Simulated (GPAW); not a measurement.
# Optical response of MoS2, part 2 of 2

Wanted: where MoS2 starts to absorb, how strongly, and its refractive index. The cell comes from an older database entry, whose edges can differ from later determinations, mostly by under a per cent.

GPAW 26.7.0; DFT, LDA, plane-wave PAW (GPAW data sets), scalar-relativistic, RPA, optical limit.

So far. Step 2 (Ground state): There is a gap, 0.89 eV on this mesh (points off the mesh can give less), so no carriers' term is needed.

The database entry behind the starting cell differs from later determinations by our own check (about 0.3 % long), so it need not match the best structure at ambient conditions.

## (4) Dielectric function, RPA

Local fields let the induced charge screen the field inside the cell, which as a rule lowers ε, most along directions where the density is uneven.

This step: DFT, LDA, plane-wave PAW (GPAW data sets), scalar-relativistic, RPA, optical limit (GPAW 26.7.0).

df.py

```python
from gpaw.response.df import DielectricFunction

df = DielectricFunction('full.gpw', frequencies={'type': 'nonlinear', 'domega0': 0.03, 'omega2': 8},
                        ecut=50,
                        eta=0.15,
                        nbands=74,
                        txt='df.txt')
for direction in ['x', 'z']:
    df.get_dielectric_function(xc='RPA', direction=direction, filename=f'df_{direction}.csv')
```

On the command line:

```console
> OMP_NUM_THREADS=1 python df.py
```

Numbers of over 12 decimals in the logs are rounded to 6 here.

What it wrote:

```text
Using integrator: PointIntegrator
NonLinearFrequencyDescriptor(from 0.000 to 87.150 eV, 528 points)
Nonperiodic BCs:  [False False False]
Using integrator: PointIntegrator
NonLinearFrequencyDescriptor(from 0.000 to 87.150 eV, 528 points)
Nonperiodic BCs:  [False False False]

Calculating chi0 body with:
    Ground state adapter containing:
    Number of spins: 1
    Number of kpoints: 432
    Number of irreducible kpoints: 50
    Number of completely occupied states: 26
    Number of partially occupied states: 26

    Linear response parametrization:
    q_c: [0.0, 0.0, 0.0]
    Number of frequency points: 528
    Planewave cutoff: 50.0
    Number of bands: 74
    Number of planewaves: 81
    Broadening (eta): 0.15

Integrating chi0 body.

Symmetries of q_c:
    Direct symmetries (Uq -> q): 12
    Indirect symmetries (TUq -> q): 0
In total 12 allowed symmetries.

50 groups of equivalent kpoints. 88.425926% reduction.

Integral kind: spectral function

Calculating chi0 optical extensions with:
    Ground state adapter containing:
    Number of spins: 1
    Number of kpoints: 432
    Number of irreducible kpoints: 50
    Number of completely occupied states: 26
    Number of partially occupied states: 26

    Linear response parametrization:
    Number of frequency points: 528
    Planewave cutoff: 50.0
    Number of bands: 74
    Number of planewaves: 81
    Broadening (eta): 0.15
Integrating chi0 head and wings.

Symmetries of q_c:
    Direct symmetries (Uq -> q): 12
    Indirect symmetries (TUq -> q): 0
In total 12 allowed symmetries.

50 groups of equivalent kpoints. 88.425926% reduction.

Integral kind: spectral function wings
```

Elapsed: 58 s, on 1 thread of Arm Neoverse V1, shared host; peak memory 0.41 GiB.

Read-outs, printed or worked out from the files:

* electronic dielectric constant ε∞, mean over x, y and z (by symmetry where fewer were run): 11.42
* main peak of Im epsilon, first axis: 2.940 eV

Some rows of df_x.csv (energy; Re and Im without local fields; Re and Im with them):

```text
0.000000, 14.872208, -0.000000, 14.005768, -0.000000
0.429336, 15.127324, 0.186295, 14.234777, 0.166853
0.878195, 16.049063, 0.469761, 15.056857, 0.416164
1.347938, 18.325839, 1.251084, 17.053070, 1.077326
1.840057, 21.450932, 4.841207, 19.783761, 3.985985
2.356191, 22.038543, 16.102978, 21.708037, 12.949069
2.898142, 9.174736, 21.096693, 11.621767, 21.771193
3.467895, 4.418841, 13.397847, 3.725551, 14.448389
4.067647, 3.269126, 15.075480, 2.196179, 14.982554
4.699832, -0.027482, 12.158133, -0.608834, 11.477122
5.367152, -1.593358, 10.601915, -1.744902, 9.582746
6.072622, -2.740074, 6.889532, -2.289669, 6.376086
6.819608, -2.114381, 4.988855, -2.138610, 4.937923
7.611886, -1.510853, 3.731721, -1.608614, 3.700290
8.453705, 0.343481, 2.243704, -0.074342, 2.196058
9.349861, 1.538025, 3.373246, 0.840457, 2.933311
10.305790, 0.381371, 5.084516, 0.178774, 3.989959
11.327680, -1.785526, 4.293751, -1.327491, 3.591087
12.422601, -1.375675, 2.801742, -1.055463, 2.296961
13.598673, -1.128217, 2.286858, -0.768703, 1.735624
```

The Im ε has structure finer than the step of the table below, so its rows give means over 0.5 eV, whole bins alone (the curve runs from 0 to 14.0 eV). Peaks (eV: height): E ∥ x 2.94: 21.9; E ∥ z 2.66: 5.14, 7.61: 4.80, 9.48: 7.54.

Values under the direct gap are tails of Lorentzian lines. Table of Im ε by photon energy; means over each step:

| photon energy (eV) | E ∥ x | E ∥ z |
| --- | --- | --- |
| 0.5 | 0.203 | 0.0449 |
| 1.0 | 0.542 | 0.110 |
| 1.5 | 1.98 | 0.257 |
| 2.0 | 6.45 | 1.09 |
| 2.5 | 15.9 | 4.63 |
| 3.0 | 20.7 | 3.93 |
| 3.5 | 15.0 | 3.22 |
| 4.0 | 14.3 | 3.22 |
| 4.5 | 12.5 | 2.76 |
| 5.0 | 10.2 | 2.58 |
| 5.5 | 8.86 | 2.70 |
| 6.0 | 6.61 | 2.97 |
| 6.5 | 5.68 | 2.95 |
| 7.0 | 4.63 | 3.45 |
| 7.5 | 3.76 | 4.37 |
| 8.0 | 2.57 | 3.78 |
| 8.5 | 2.22 | 3.44 |
| 9.0 | 2.78 | 5.22 |
| 9.5 | 3.34 | 7.27 |
| 10.0 | 3.94 | 6.91 |
| 10.5 | 3.97 | 5.85 |
| 11.0 | 3.91 | 5.74 |
| 11.5 | 3.15 | 5.23 |
| 12.0 | 2.73 | 4.01 |
| 12.5 | 2.31 | 3.30 |
| 13.0 | 2.27 | 2.54 |
| 13.5 | 1.78 | 1.83 |

Re ε against photon energy:

| photon energy (eV) | E ∥ x | E ∥ z |
| --- | --- | --- |
| 0.0 | 14.0 | 6.25 |
| 0.5 | 14.3 | 6.32 |
| 1.0 | 15.4 | 6.56 |
| 1.5 | 18.1 | 7.09 |
| 2.0 | 21.8 | 8.44 |
| 2.5 | 20.0 | 7.38 |
| 3.0 | 8.51 | 5.19 |
| 3.5 | 3.87 | 4.33 |
| 4.0 | 3.22 | 4.27 |
| 4.5 | -0.604 | 4.02 |
| 5.0 | -1.53 | 4.38 |
| 5.5 | -2.50 | 4.32 |
| 6.0 | -2.37 | 4.56 |
| 6.5 | -2.03 | 4.52 |
| 7.0 | -1.84 | 4.80 |
| 7.5 | -1.63 | 4.61 |
| 8.0 | -1.44 | 3.52 |
| 8.5 | 0.0116 | 4.35 |
| 9.0 | 0.918 | 5.44 |
| 9.5 | 1.15 | 3.14 |
| 10.0 | 0.405 | 1.32 |
| 10.5 | -0.150 | 0.0998 |
| 11.0 | -0.519 | 0.0439 |
| 11.5 | -1.32 | -0.829 |
| 12.0 | -1.05 | -1.53 |
| 12.5 | -0.969 | -1.49 |
| 13.0 | -1.03 | -1.56 |
| 13.5 | -0.856 | -0.734 |

Values under the direct gap are tails of Lorentzian lines. Table of loss function −Im 1/ε at q → 0 by energy loss; read off at these points:

| energy loss (eV) | E ∥ x | E ∥ z |
| --- | --- | --- |
| 0.00 | 0 | 0 |
| 0.50 | 9.7e-4 | 0.00111 |
| 1.00 | 0.00218 | 0.00250 |
| 1.50 | 0.00522 | 0.00484 |
| 2.00 | 0.0114 | 0.0120 |
| 2.50 | 0.0245 | 0.0625 |
| 3.00 | 0.0401 | 0.0912 |
| 3.50 | 0.0648 | 0.108 |
| 4.00 | 0.0640 | 0.114 |
| 4.50 | 0.0813 | 0.116 |
| 5.00 | 0.100 | 0.0984 |
| 5.50 | 0.102 | 0.105 |
| 6.00 | 0.134 | 0.102 |
| 6.50 | 0.153 | 0.0999 |
| 7.00 | 0.186 | 0.0990 |
| 7.50 | 0.225 | 0.109 |
| 8.00 | 0.304 | 0.142 |
| 8.33 | 0.459 | 0.130 |
| 8.50 | 0.453 | 0.111 |
| 9.00 | 0.325 | 0.0916 |
| 9.50 | 0.271 | 0.113 |
| 10.00 | 0.249 | 0.139 |
| 10.50 | 0.246 | 0.175 |
| 11.00 | 0.248 | 0.173 |
| 11.50 | 0.277 | 0.184 |
| 12.00 | 0.315 | 0.221 |
| 12.50 | 0.378 | 0.251 |
| 13.00 | 0.361 | 0.280 |
| 13.50 | 0.464 | 0.471 |

The reflectivity at normal incidence has structure finer than the step of the table below, so its rows give means over 0.5 eV, whole bins alone (the curve runs from 0 to 14.0 eV). Peaks (eV: height): E ∥ x 2.98: 50.5, 5.61: 47.9, 11.40: 37.2, 13.25: 37.0; E ∥ z 2.36: 28.3, 7.55: 23.1, 10.38: 33.6, 13.08: 41.2.

Reflectivity at normal incidence against photon energy; means over each step:

| photon energy (eV) | E ∥ x (%) | E ∥ z (%) |
| --- | --- | --- |
| 0.5 | 33.9 | 18.6 |
| 1.0 | 35.4 | 19.2 |
| 1.5 | 38.5 | 20.7 |
| 2.0 | 42.7 | 24.2 |
| 2.5 | 47.2 | 26.8 |
| 3.0 | 50.0 | 21.5 |
| 3.5 | 45.3 | 18.7 |
| 4.0 | 45.3 | 18.5 |
| 4.5 | 46.5 | 16.6 |
| 5.0 | 45.4 | 16.6 |
| 5.5 | 46.7 | 17.0 |
| 6.0 | 44.7 | 17.9 |
| 6.5 | 42.7 | 17.9 |
| 7.0 | 42.0 | 19.7 |
| 7.5 | 40.0 | 22.1 |
| 8.0 | 37.6 | 19.3 |
| 8.5 | 21.2 | 19.1 |
| 9.0 | 18.0 | 25.2 |
| 9.5 | 20.1 | 31.0 |
| 10.0 | 25.1 | 32.5 |
| 10.5 | 28.3 | 32.1 |
| 11.0 | 31.3 | 33.0 |
| 11.5 | 35.8 | 36.6 |
| 12.0 | 34.1 | 38.2 |
| 12.5 | 33.1 | 37.9 |
| 13.0 | 33.9 | 39.2 |
| 13.5 | 33.5 | 31.2 |

Values under the direct gap are tails of Lorentzian lines. The Im ε, E ∥ x by photon energy; read off at these points:

| photon energy (eV) | without local fields | with local fields |
| --- | --- | --- |
| 0.00 | 0 | 0 |
| 0.50 | 0.222 | 0.198 |
| 1.00 | 0.589 | 0.519 |
| 1.50 | 2.05 | 1.74 |
| 2.00 | 7.33 | 5.79 |
| 2.50 | 19.1 | 16.1 |
| 2.74 | 21.7 | 20.7 |
| 2.94 | 20.9 | 21.9 |
| 3.00 | 20.2 | 21.6 |
| 3.50 | 13.4 | 14.4 |
| 4.00 | 14.9 | 14.9 |
| 4.50 | 13.0 | 12.3 |
| 5.00 | 10.5 | 9.74 |
| 5.50 | 10.00 | 9.11 |
| 6.00 | 7.23 | 6.59 |
| 6.50 | 5.89 | 5.84 |
| 7.00 | 4.75 | 4.65 |
| 7.50 | 3.80 | 3.73 |
| 8.00 | 2.47 | 2.46 |
| 8.50 | 2.26 | 2.20 |
| 9.00 | 3.07 | 2.78 |
| 9.50 | 3.91 | 3.29 |
| 10.00 | 4.97 | 3.97 |
| 10.38 | 5.14 | 4.05 |
| 10.50 | 5.06 | 4.05 |
| 11.00 | 5.05 | 3.97 |
| 11.50 | 3.67 | 3.04 |
| 12.00 | 3.34 | 2.77 |
| 12.50 | 2.74 | 2.22 |
| 13.00 | 2.79 | 2.32 |
| 13.50 | 2.24 | 1.73 |

At chosen wavelengths:

| wavelength (nm) | n x | k x | R (%) x | 1/α x | n z | k z | R (%) z | 1/α z |
| --- | --- | --- | --- | --- | --- | --- | --- | --- |
| 1550 | 3.86 | 0.047 | 34.6 | 2.6 µm | 2.54 | 0.015 | 18.9 | 8.0 µm |
| 1064 | 4.01 | 0.089 | 36.1 | 954 nm | 2.59 | 0.027 | 19.6 | 3.2 µm |
| 800 | 4.31 | 0.243 | 39.0 | 262 nm | 2.68 | 0.050 | 20.8 | 1.3 µm |
| 633 | 4.65 | 0.544 | 42.2 | 92 nm | 2.88 | 0.130 | 23.5 | 389 nm |
| 450 | 4.57 | 2.283 | 49.6 | 16 nm | 2.49 | 0.964 | 24.0 | 37 nm |
| 405 | 3.80 | 2.742 | 50.3 | 12 nm | 2.41 | 0.780 | 21.2 | 41 nm |
| 193 | 1.47 | 2.011 | 42.1 | 7.6 nm | 2.20 | 0.647 | 17.4 | 24 nm |

Below the direct gap, k and the depth come from the tails of the Lorentzian lines, not from transitions.

Rows near the edge hang on the gap, which this functional as a rule makes too small, and phonon-assisted absorption is left out.

## (5) What came out

| Quantity | Value |
| --- | --- |
| electronic dielectric constant ε∞, mean over x, y and z (by symmetry where fewer were run) (RPA) | 11.4 |
| main peak of Im epsilon, first axis | 2.94 eV |

What this shows: At this level (LDA, RPA) MoS2 has a mean ε∞ = 11.4 and n = 3.86 at 1550 nm (E ∥ x), and Im ε peaks at 2.9 eV (E ∥ x). On the mesh the gap is 0.81 eV and the least direct gap 1.64 eV, so on this mesh the band edges lie at different points. Local fields change the static value along x from 14.87 to 14.01 (-6 %). Distinct maxima of Im ε, read by a parabola through the highest points, lie at 2.94 eV (22), 4.04 eV (15) and 10.45 eV (4.1) for E ∥ x. The static values by axis are 14.01 (x), 6.25 (z). Excitons and phonon-assisted transitions are missing; LDA gaps are as a rule too small, which pulls the onset down and ε∞ up. The sum runs over mesh points, so small or evenly spaced maxima can still be ripples of the mesh. In this version of GPAW the matrix elements of the optical limit are incomplete, which can lower ε − 1 by up to a tenth where first-row anions or d states rule, and shift it by more in d metals.

[Machine, clock and banner lines and Python warnings are left out of the logs.]

[Logs are printed without paths, hosts, clocks, repeated set-up lines and the standing remarks that a program may print on its own settings, such as how far it seeks lower states.]

[Hosts, paths, dates, database ids (printed as entryN), source tags and the programs' standing remarks are cut or masked in the printed files.]
